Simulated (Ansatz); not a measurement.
# CdBrCl, from a guessed structure to a relaxed one

Starting from a made-up structure for CdBrCl, the aim is the relaxed cell, its shortest contacts and, where a second run follows, its electronic structure.

Calculated with Ansatz 0.2.0; DFT, PBE, plane-wave PAW, files of the set soft_1, scalar-relativistic, no spin, cell and ions relaxed at zero pressure; PAW set soft_1.

**1. Starting point**

The structure is tetragonal, space group P4/nmm (No. 129). Conventional cell: a = 4.181 Å, b = 4.181 Å, c = 8.691 Å, α = 90.00°, β = 90.00°, γ = 90.00°. Nearest to Cd lie 4 Br at 2.55 Å. Nearest to Br lie 4 Cd at 2.55 Å. Nearest to Cl lie 4 Cd at 3.29 Å. Farther neighbours and most contacts between anions are not listed.

**2. Relaxation of the guess**

The guess takes its coordinates from another compound and its volume from a rule, so the cell and any free coordinates are relaxed together.

input.yaml

```yaml
crystal:
  lattice:
    - [4.181, 0.0, 0.0]
    - [0.0, 4.181, 0.0]
    - [0.0, 0.0, 8.691]
  atoms:
    - { symbol: Cd, position: [0.0, 0.5, 0.8326] }
    - { symbol: Cd, position: [0.5, 0.0, 0.1674] }
    - { symbol: Br, position: [0.5, 0.5, 0.0] }
    - { symbol: Br, position: [0.0, 0.0, 0.0] }
    - { symbol: Cl, position: [0.0, 0.5, 0.3335] }
    - { symbol: Cl, position: [0.5, 0.0, 0.6665] }
kpoints:
  mp_grid: { grid: [7, 7, 3] }
scf:
  occupations: { method: fermi_dirac, width: 0.05 }
hamiltonian:
  xc: pbe
  pseudopotentials: { kind: paw, azcp: { folder: soft_1 } }
relax:
  f_tol: 0.015
  max_steps: 70
  cell: {}
output:
  forces: true
  stress: true
```

Run with:

```console
> ansatz run input.yaml --threads 4 --pin off --max-ram 10240MiB --backend cpu --events-out ev --progress --plain --runs-dir out
```

Numbers of over 12 decimals in the logs are rounded to 6 here.

Output:

```text
Engine: ansatz 0.2.0, aarch64-unknown-linux-gnu
Pseudopotentials: kind: paw
Pseudopotential: Cd, paw, valence charge 20, recommended cutoff 420 eV (normal), soft_1/Cd.paw.azcp
Pseudopotential: Br, paw, valence charge 7, recommended cutoff 420 eV (normal), soft_1/Br.paw.azcp
Pseudopotential: Cl, paw, valence charge 7, recommended cutoff 420 eV (normal), soft_1/Cl.paw.azcp
Functional definition: PBE
  parameter kappa = 0.804
  parameter beta = 0.066725
  exchange = pbe_x(kappa = kappa, mu = beta*pi^2/3)
  correlation = pbe_c(beta = beta)
Crystal: 6 atoms, lattice volume = 151.925 Å³
Basis set: ecut = 420 eV, 2957 PW (Γ), exchange–correlation on 60×60×120 points (8 copies of the dense FFT grid, shifted against one another)
Bands: 41, of which v1, the nominal top of the filled ones, is band 34 counted from 1 (33 counted from 0)
Symmetry: 16 space group operations
Space group: P4/nmm (ITA 129), of the structure as read, at distance tolerance 5.3e-5 Å
k-points: 20 of 147
Non-local potential: Cd, projectors of the file, l = 0: 3, l = 1: 2, l = 2: 2, l = 3: 1
Non-local potential: Br, projectors of the file, l = 0: 2, l = 1: 2, l = 2: 2
Non-local potential: Cl, projectors of the file, l = 0: 2, l = 1: 2, l = 2: 1
PAW form: soft (Blöchl's): semilocal exchange-correlation on the pseudo side does not see the compensation charge
PAW one-centre angular grid: Cd, 590 points (default); XC on 64 Gauss nodes
PAW one-centre angular grid: Br, 110 points (default); XC on 64 Gauss nodes
PAW one-centre angular grid: Cl, 110 points (default); XC on 64 Gauss nodes
Initial density: superposition of atomic densities (chi_scale 0.1, normalization cell, long waves kept (reshape's long-wave potential 0.58 eV rms))
Initial wavefunctions: pseudopotential atomic-orbital guess
Functional: x = pbe(κ = 0.804, μ = 0.219515), c = pbe(β = 0.066725)
SCF iter   1: F=—  HF=-24236.382022 eV  |F-HF|=—  |Δ(HF+E_count)|=         —  Δρ=6.10e-2  dr2=6.44e0  ethr=3.10e-3  ⟨swp⟩=7.5  Hψ=3518  notcnv=0  defer=1
preconditioner: auto → Resta (q_TF=auto, 2.386 Å⁻¹)  ε∞=3.9  [insulator: Δε(μ)=0.399 eV  Ē_g=12.677 eV  σ=0.050 eV  W_gap=0.89  n_scr=38 (ndim 8)  ℏωp=21.7 eV  f_vac=0.138  D(μ)=0.06/eV (n_scr^D=0)  ε∞_Penn≈3.9]
SCF iter   2: F=—  HF=-24234.320808 eV  |F-HF|=—  |Δ(HF+E_count)|=    2.06e0  Δρ=1.68e-2  dr2=3.68e-1  ethr=3.10e-3  ⟨swp⟩=3.0  Hψ=1875  notcnv=0  defer=32
SCF iter   3: F=—  HF=-24234.238256 eV  |F-HF|=—  |Δ(HF+E_count)|=   8.26e-2  Δρ=7.78e-3  dr2=6.69e-2  ethr=5.41e-4  ⟨swp⟩=3.0  Hψ=1504  notcnv=0  defer=33
SCF iter   4: F=—  HF=-24234.238779 eV  |F-HF|=—  |Δ(HF+E_count)|=   5.23e-4  Δρ=1.18e-3  dr2=3.77e-3  ethr=9.84e-5  ⟨swp⟩=2.1  Hψ=1355  notcnv=0  defer=33
SCF iter   5: F=—  HF=-24234.239716 eV  |F-HF|=—  |Δ(HF+E_count)|=   9.37e-4  Δρ=5.54e-4  dr2=4.91e-4  ethr=5.55e-6  ⟨swp⟩=2.0  Hψ=1317  notcnv=0  defer=33
SCF iter   6: F=—  HF=-24234.240192 eV  |F-HF|=—  |Δ(HF+E_count)|=   4.77e-4  Δρ=1.27e-4  dr2=3.17e-5  ethr=7.23e-7  ⟨swp⟩=2.0  Hψ=1213  notcnv=0  defer=33
SCF iter   7: F=—  HF=-24234.240360 eV  |F-HF|=—  |Δ(HF+E_count)|=   1.68e-4  Δρ=2.73e-5  dr2=1.52e-6  ethr=4.66e-8  ⟨swp⟩=2.0  Hψ=1277  notcnv=0  defer=33
SCF iter   8: F=—  HF=-24234.240364 eV  |F-HF|=—  |Δ(HF+E_count)|=   3.88e-6  Δρ=6.80e-6  dr2=1.02e-7  ethr=2.24e-9  ⟨swp⟩=2.0  Hψ=1271  notcnv=0  defer=33
SCF iter   9: F=-24234.240364 eV  HF=-24234.240364 eV  |F-HF|=1.89e-9  |Δ(HF+E_count)|=   2.49e-7  Δρ=1.47e-6  dr2=3.22e-9  ethr=1.47e-10  ⟨swp⟩=5.0  Hψ=2864  notcnv=0
SCF 1 converged in 9 iterations: F = -24234.240364 eV  dr2 = 3.22e-9
  greatest PAW one-centre occupation: 1.000 electrons in one spin orbital (limit 2), on the Cd atom at site 1 (counted from 0), in its partial waves of l = 0
relax step   1: F+E_penalty+E_count = -24234.24036414 eV  Δ(F+E_penalty+E_count) = +0.000e0 eV  max|allowed force component| = 3.737e0 eV/Å  Δτ_max = 0.0000 Å  P = +15.352 GPa  Ω = 151.925 Å³  (9 SCF iters, dr2 threshold 1.00e-7 eV, accepted)
Crystal: 6 atoms, lattice volume = 167.070 Å³
Basis set: ecut = 420 eV, 3301 PW (Γ), exchange–correlation on 60×60×120 points (8 copies of the dense FFT grid, shifted against one another)
Initial density: handed on by an earlier stage of this run
Initial wavefunctions: those handed on with the density
iter 1 solved again at ethr=1.16e-3 eV; its pass at ethr=3.10e-3 eV (dr2=7.89e-1 eV) is discarded
SCF iter   1: F=—  HF=-24236.414757 eV  |F-HF|=—  |Δ(HF+E_count)|=         —  Δρ=2.18e-2  dr2=7.94e-1  ethr=1.16e-3  ⟨swp⟩=1.6  Hψ=4498  notcnv=0
preconditioner: auto → LDOS  [insulator: Δε(μ)=0.219 eV  Ē_g=11.283 eV  σ=0.050 eV  W_gap=0.52  n_scr=38 (ndim 8)  ℏωp=20.7 eV  f_vac=0.138  D(μ)=1.16/eV (n_scr^D=2)  ε∞_Penn≈4.4  β→1.0]
SCF iter   2: F=—  HF=-24236.411570 eV  |F-HF|=—  |Δ(HF+E_count)|=   3.19e-3  Δρ=1.57e-2  dr2=6.16e-1  ethr=1.16e-3  ⟨swp⟩=3.9  Hψ=1772  notcnv=0
preconditioner: auto → Resta (q_TF=auto, 2.349 Å⁻¹)  ε∞=4.3  [insulator: Δε(μ)=0.421 eV  Ē_g=11.330 eV  σ=0.050 eV  W_gap=0.92  n_scr=38 (ndim 8)  ℏωp=20.7 eV  f_vac=0.146  D(μ)=0.25/eV (n_scr^D=0)  ε∞_Penn≈4.3  β→0.5]
SCF iter   3: F=—  HF=-24236.185150 eV  |F-HF|=—  |Δ(HF+E_count)|=   2.26e-1  Δρ=3.31e-3  dr2=1.20e-2  ethr=9.06e-4  ⟨swp⟩=3.0  Hψ=1637  notcnv=0  defer=28
SCF iter   4: F=—  HF=-24236.185040 eV  |F-HF|=—  |Δ(HF+E_count)|=   1.10e-4  Δρ=1.03e-3  dr2=1.32e-3  ethr=1.76e-5  ⟨swp⟩=2.8  Hψ=1312  notcnv=0  defer=28
SCF iter   5: F=—  HF=-24236.185276 eV  |F-HF|=—  |Δ(HF+E_count)|=   2.36e-4  Δρ=2.27e-4  dr2=8.10e-5  ethr=1.94e-6  ⟨swp⟩=2.0  Hψ=1312  notcnv=0  defer=28
SCF iter   6: F=—  HF=-24236.185366 eV  |F-HF|=—  |Δ(HF+E_count)|=   9.03e-5  Δρ=8.02e-5  dr2=1.57e-5  ethr=1.19e-7  ⟨swp⟩=2.0  Hψ=1292  notcnv=0  defer=28
SCF iter   7: F=—  HF=-24236.185376 eV  |F-HF|=—  |Δ(HF+E_count)|=   9.44e-6  Δρ=2.33e-5  dr2=1.43e-6  ethr=2.31e-8  ⟨swp⟩=2.0  Hψ=1262  notcnv=0  defer=28
SCF iter   8: F=-24236.185377 eV  HF=-24236.185377 eV  |F-HF|=6.68e-8  |Δ(HF+E_count)|=   1.45e-6  Δρ=5.53e-6  dr2=8.47e-8  ethr=8.82e-10  ⟨swp⟩=4.8  Hψ=2785  notcnv=0
SCF 2 converged in 8 iterations: F = -24236.185377 eV  dr2 = 8.47e-8
relax step   2: F+E_penalty+E_count = -24236.18537745 eV  Δ(F+E_penalty+E_count) = -1.945e0 eV  max|allowed force component| = 9.565e-1 eV/Å  Δτ_max = 0.1951 Å  P = +4.184 GPa  Ω = 167.070 Å³  energy of the carried Pulay correction = -2.109e-3 eV  (8 SCF iters, dr2 threshold 6.00e-7 eV, accepted)
Crystal: 6 atoms, lattice volume = 172.095 Å³
Basis set: ecut = 420 eV, 3349 PW (Γ), exchange–correlation on 60×60×120 points (8 copies of the dense FFT grid, shifted against one another)
[...]
relax step   5: F+E_penalty+E_count = -24237.19508152 eV  Δ(F+E_penalty+E_count) = -4.135e-1 eV  max|allowed force component| = 7.119e-1 eV/Å  Δτ_max = 0.1011 Å  P = -1.051 GPa  Ω = 166.839 Å³  energy of the carried Pulay correction = -2.079e-3 eV  (7 SCF iters, dr2 threshold 6.00e-7 eV, accepted)
relax step   6: F+E_penalty+E_count = -24237.90196789 eV  Δ(F+E_penalty+E_count) = -7.069e-1 eV  max|allowed force component| = 1.161e0 eV/Å  Δτ_max = 0.1271 Å  P = -1.131 GPa  Ω = 160.623 Å³  energy of the carried Pulay correction = -1.252e-3 eV  (7 SCF iters, dr2 threshold 6.00e-7 eV, accepted)
relax step   7: F+E_penalty+E_count = -24238.77651631 eV  Δ(F+E_penalty+E_count) = -8.745e-1 eV  max|allowed force component| = 9.504e-1 eV/Å  Δτ_max = 0.1691 Å  P = +0.389 GPa  Ω = 154.018 Å³  energy of the carried Pulay correction = -3.119e-4 eV  (7 SCF iters, dr2 threshold 6.00e-7 eV, accepted)
relax step   8: F+E_penalty+E_count = -24239.10216319 eV  Δ(F+E_penalty+E_count) = -3.256e-1 eV  max|allowed force component| = 7.014e-1 eV/Å  Δτ_max = 0.0972 Å  P = -0.751 GPa  Ω = 160.830 Å³  energy of the carried Pulay correction = -1.280e-3 eV  (7 SCF iters, dr2 threshold 6.00e-7 eV, accepted)
relax step   9: F+E_penalty+E_count = -24238.78700604 eV  Δ(F+E_penalty+E_count) = +3.152e-1 eV  max|allowed force component| = 2.589e0 eV/Å  Δτ_max = 0.1948 Å  P = +4.397 GPa  Ω = 156.057 Å³  energy of the carried Pulay correction = -6.090e-4 eV  (7 SCF iters, dr2 threshold 6.00e-7 eV, rejected (line search))
relax step  10: F+E_penalty+E_count = -24239.19070987 eV  Δ(F+E_penalty+E_count) = -8.855e-2 eV  max|allowed force component| = 2.551e-1 eV/Å  Δτ_max = 0.0974 Å  P = -0.192 GPa  Ω = 161.566 Å³  energy of the carried Pulay correction = -1.381e-3 eV  (11 SCF iters, accepted)
relax step  11: F+E_penalty+E_count = -24239.20334496 eV  Δ(F+E_penalty+E_count) = -1.264e-2 eV  max|allowed force component| = 2.256e-2 eV/Å  Δτ_max = 0.0740 Å  P = +0.018 GPa  Ω = 162.774 Å³  energy of the carried Pulay correction = -1.544e-3 eV  (6 SCF iters, dr2 threshold 6.00e-7 eV, accepted)
relax step  12: F+E_penalty+E_count = -24239.20358490 eV  Δ(F+E_penalty+E_count) = -2.399e-4 eV  max|allowed force component| = 1.142e-2 eV/Å  Δτ_max = 0.0104 Å  P = -0.025 GPa  Ω = 163.186 Å³  energy of the carried Pulay correction = -1.599e-3 eV  (5 SCF iters, dr2 threshold 3.18e-8 eV, accepted)
relax step  13: F+E_penalty+E_count = -24239.27448651 eV  Δ(F+E_penalty+E_count) = -7.090e-2 eV  max|allowed force component| = 1.366e-2 eV/Å  Δτ_max = 0.0000 Å  P = +0.736 GPa  Ω = 163.186 Å³  stress off target by 1.11e0 GPa  SCF on the basis re-selected at this cell (its energy is not comparable with the rows above)  (8 SCF iters)
relax step  14: F+E_penalty+E_count = -24239.30228144 eV  Δ(F+E_penalty+E_count) = -2.779e-2 eV  max|allowed force component| = 4.625e-2 eV/Å  Δτ_max = 0.0614 Å  P = -0.092 GPa  Ω = 168.323 Å³  energy of the carried Pulay correction = -5.723e-4 eV  (7 SCF iters, dr2 threshold 6.00e-7 eV, accepted)
relax step  15: F+E_penalty+E_count = -24239.30330855 eV  Δ(F+E_penalty+E_count) = -1.027e-3 eV  max|allowed force component| = 6.798e-3 eV/Å  Δτ_max = 0.0267 Å  P = +0.028 GPa  Ω = 168.443 Å³  energy of the carried Pulay correction = -5.833e-4 eV  (6 SCF iters, dr2 threshold 1.34e-7 eV, accepted)
iter 1 solved again at ethr=1.31e-6 eV; its pass at ethr=3.10e-3 eV (dr2=8.91e-4 eV) is discarded
SCF iter   1: F=—  HF=-24239.303438 eV  |F-HF|=—  |Δ(HF+E_count)|=         —  Δρ=9.18e-5  dr2=9.32e-7  ethr=1.31e-6  ⟨swp⟩=3.0  Hψ=5812  notcnv=0
eigensolver tolerance schedule: the retry pair's looser diagonalisation over-reported the residual by 955.69 of it (diagonalisation noise at 0.68 of the residual, at the tolerance the schedule requests for it); recorded, not acted on — ethr = c·dr2/N_el stays at c = 1.0e-1
preconditioner: auto → Resta (q_TF=auto, 2.345 Å⁻¹)  ε∞=4.2  [insulator: Δε(μ)=1.183 eV  Ē_g=11.501 eV  σ=0.050 eV  W_gap=1.00  n_scr=36 (ndim 8)  ℏωp=20.6 eV  f_vac=0.067  D(μ)=0.00/eV (n_scr^D=0)  ε∞_Penn≈4.2]
SCF iter   2: F=—  HF=-24239.303765 eV  |F-HF|=—  |Δ(HF+E_count)|=   3.27e-4  Δρ=4.64e-5  dr2=2.92e-7  ethr=1.37e-9  ⟨swp⟩=2.5  Hψ=1545  notcnv=0
SCF iter   3: F=—  HF=-24239.303852 eV  |F-HF|=—  |Δ(HF+E_count)|=   8.71e-5  Δρ=7.88e-6  dr2=1.69e-8  ethr=4.30e-10  ⟨swp⟩=2.0  Hψ=1246  notcnv=0
SCF iter   4: F=—  HF=-24239.303854 eV  |F-HF|=—  |Δ(HF+E_count)|=   1.91e-6  Δρ=9.98e-7  dr2=2.43e-9  ethr=2.49e-11  ⟨swp⟩=2.0  Hψ=1446  notcnv=0
SCF iter   5: F=—  HF=-24239.303854 eV  |F-HF|=—  |Δ(HF+E_count)|=   1.27e-8  Δρ=3.72e-7  dr2=4.53e-10  ethr=3.58e-12  ⟨swp⟩=2.0  Hψ=1053  notcnv=0
SCF iter   6: F=—  HF=-24239.303854 eV  |F-HF|=—  |Δ(HF+E_count)|=  2.51e-10  Δρ=1.45e-7  dr2=6.18e-11  ethr=1.00e-12  ⟨swp⟩=2.5  Hψ=1184  notcnv=0
SCF iter   7: F=-24239.303854 eV  HF=-24239.303854 eV  |F-HF|=7.28e-12  |Δ(HF+E_count)|=  6.18e-11  Δρ=3.74e-8  dr2=2.75e-12  ethr=1.00e-12  ⟨swp⟩=5.0  Hψ=2914  notcnv=0
SCF 16 converged in 7 iterations: F = -24239.303854 eV  dr2 = 2.75e-12
relax step  16: F+E_penalty+E_count = -24239.30385391 eV  Δ(F+E_penalty+E_count) = -5.454e-4 eV  max|allowed force component| = 6.978e-3 eV/Å  Δτ_max = 0.0000 Å  P = +0.026 GPa  Ω = 168.443 Å³  stress off target by 3.09e-2 GPa  SCF on the basis re-selected at this cell (its energy is not comparable with the rows above)  (7 SCF iters)
basis re-selected at this cell: Δ(F+E_penalty+E_count) = -5.454e-4 eV, ΔP = -0.002 GPa vs the last step (what re-selecting the basis moved, of the pressure what is left beyond the Pulay correction that the steps carried, after the strain that the cell walked since its last selection, with what the two solves' SCF thresholds leave and, on support functions, any second-order correction that the steps lacked; it is no m [...]
SCF converged after 7 iterations
Free energy (F): -24239.303854 eV
Harris-Foulkes:  -24239.303854 eV  (|F-HF|=7.28e-12)
Internal energy: -24239.303853 eV  (E = F + TS)
E sigma→0 (E₀):  -24239.303854 eV
Entropy (-TS):   -0.000001 eV (-0.000 meV/atom)
Fermi energy:    4.722047 eV
--- Per-component energies (eV) ---
  E_band       = -1171.249878
  E_kinetic    = 1446.094442
  E_local      = -9423.343533  (includes V_loc(G=0)·N_el)
  E_nonlocal   = 408.698979
  E_hartree    = 4185.588846
  E_xc         = -918.884390
  E_vxc        = -838.818892  (∫ρ·V_xc dr)
  E_paw        = -14146.922056  (= ΣΔE_a)
  E_vpaw       = -1135.059464  (= ΣTr[D̂ρ^β])
  E_aug_tail   = 0.000864  (compensation charges beyond the density's cutoff)
  E_ewald      = -5790.537004
  E_smearing   = -0.000001  (= −TS)
  E_closure    = 0.000000  (closes the sum)
  Σ components = -24239.303854   (vs F -24239.303854, Δ=0.00e0)
--- Forces (eV/Å), atoms counted from 1 ---
  atom   1  Cd     0.00000000     0.00000000    -0.00697774
  atom   2  Cd     0.00000000     0.00000000     0.00697774
  atom   3  Br     0.00000000     0.00000000    -0.00000000
  atom   4  Br     0.00000000     0.00000000    -0.00000000
  atom   5  Cl     0.00000000     0.00000000    -0.00088828
  atom   6  Cl     0.00000000     0.00000000     0.00088828
  max |Σ_I F_I| component: 6.86e-17 eV/Å
--- Stress (GPa, compression-positive) ---
        0.030880       0.000000       0.000000
        0.000000       0.030880       0.000000
        0.000000       0.000000       0.016480
  P = ⅓ Tr σ = 0.0261 GPa (0.261 kbar)
--- Relaxed structure (14 steps of the walk, 13 accepted, 2 SCFs on fresh bases) ---
  F+E_penalty+E_count = -24239.30385391 eV   max|allowed force component| = 6.978e-3 eV/Å   (the final SCF, on the basis selected at the relaxed cell)
  cell:  # Å, volume = 168.4425 Å³
    - [5.164006, 0, 0.0]
    - [0, 5.164006, 0.0]
    - [0.0, 0.0, 6.316526]
  atoms:
    - { symbol: Cd, position: [0, 0.500000, 0.792428] }
    - { symbol: Cd, position: [0.500000, 0, 0.207572] }
    - { symbol: Br, position: [0.500000, 0.500000, 0] }
    - { symbol: Br, position: [0, 0, 0] }
    - { symbol: Cl, position: [0, 0.500000, 0.416540] }
    - { symbol: Cl, position: [0.500000, 0, 0.583460] }
```

Wall time 32 s (4 threads of Arm Neoverse V1, shared host); peak memory 0.53 GiB; 2 min of CPU time.

Step by step:

```
step  energy less that of the first step (eV)  largest force component (eV/Å)  pressure (GPa)  volume (Å³)
   1                                   0.0000                          3.7369           15.35       151.93
   2                                  -1.9450                          0.9565            4.18       167.07
   3                                  -2.2634                          0.3800            1.39       172.10
   4                                  -2.5413                          0.3161           -0.39       171.62
   5                                  -2.9547                          0.7119           -1.05       166.84
   6                                  -3.6616                          1.1611           -1.13       160.62
   7                                  -4.5362                          0.9504            0.39       154.02
   8                                  -4.8618                          0.7014           -0.75       160.83
   9                                  -4.5466                          2.5895            4.40       156.06
  10                                  -4.9503                          0.2551           -0.19       161.57
  11                                  -4.9630                          0.0226            0.02       162.77
  12                                  -4.9632                          0.0114           -0.03       163.19
 13*                                  -5.0341                          0.0137            0.74       163.19
  14                                  -5.0619                          0.0462           -0.09       168.32
  15                                  -5.0629                          0.0068            0.03       168.44
 16*                                  -5.0635                          0.0070            0.03       168.44
```

Relaxation steps marked * repeat the geometry before them on a plane-wave basis chosen anew for their cell, so energy and pressure can jump there. Relaxation step 9 was tried and not accepted.

The run keeps the 16 symmetry operations that it works with, so distortions that break them were not tested.

```
     cell as run  before  after   change
           a (Å)   4.181  5.164  +23.5 %
           b (Å)   4.181  5.164  +23.5 %
           c (Å)   8.691  6.317  -27.3 %
volume (Å³/atom)   25.32  28.07  +10.9 %
```

The atoms that moved most (Å, as changes of fractional coordinates times the final cell):

```
atom     dx     dy      dz  length
 Cl6  0.000  0.000  -0.525   0.525
 Cl5  0.000  0.000   0.525   0.525
 Cd1  0.000  0.000  -0.254   0.254
 Cd2  0.000  0.000   0.254   0.254
```

Final coordinates:

```xyz
6
Lattice="5.1640 0.0000 0.0000 0.0000 5.1640 0.0000 0.0000 0.0000 6.3165" Properties=species:S:1:pos:R:3 pbc="T T T"
Cd    0.0000    2.5820    5.0054
Cd    2.5820    0.0000    1.3111
Br    2.5820    2.5820    0.0000
Br    0.0000    0.0000    0.0000
Cl    0.0000    2.5820    2.6311
Cl    2.5820    0.0000    3.6854
```

Numbers from this step:

- free energy: -24239.3039 eV
- Fermi energy: 4.722 eV
- gap by band count: 1.183 eV
- electrons: 68
- symmetry operations: 16
- pressure: 0.02608 GPa

The shortest distance of each pair, which need not be the same contact before and after:

```
 pair  guess (Å)  relaxed (Å)
Cd–Cl      3.290        2.374
Br–Cd      2.547        2.896
Br–Br      2.956        3.652
Br–Cl      3.574        3.686
Cl–Cl      4.137        3.801
```

The relaxation ends with a largest force component of 0.0070 eV/Å and a pressure of 0.03 GPa.

**3. What came out**

```yaml
space_group_relaxed: P4/nmm
conventional_cell: a = 5.164, b = 5.164, c = 6.317 Å; α = 90.0°, β = 90.0°, γ = 90.0°
volume_per_atom: 28.07 Å³ (guess 25.32)
```

CdBrCl relaxes to P4/nmm with a = 5.164, b = 5.164 and c = 6.317 Å. The guessed volume was 10 % too small. The space group P4/nmm was held in the relaxation, so the end point is a stationary structure within it and may be a saddle against distortions or other arrangements. Mesh and cutoff weren't tested. A vector of the cell changed its length by 27 %, so the starting arrangement is largely lost and the mesh was laid for another shape. No dispersion term is used, so weakly bound directions may come out too long. Nothing here tests whether the compound is stable against decomposition.

[Logs are printed without paths, hosts, clocks, repeated set-up lines and the standing remarks that a program may print on its own settings, such as how far it seeks lower states.]

[Hosts, paths, dates, database ids (printed as entryN), source tags and the programs' standing remarks are cut or masked in the printed files.]
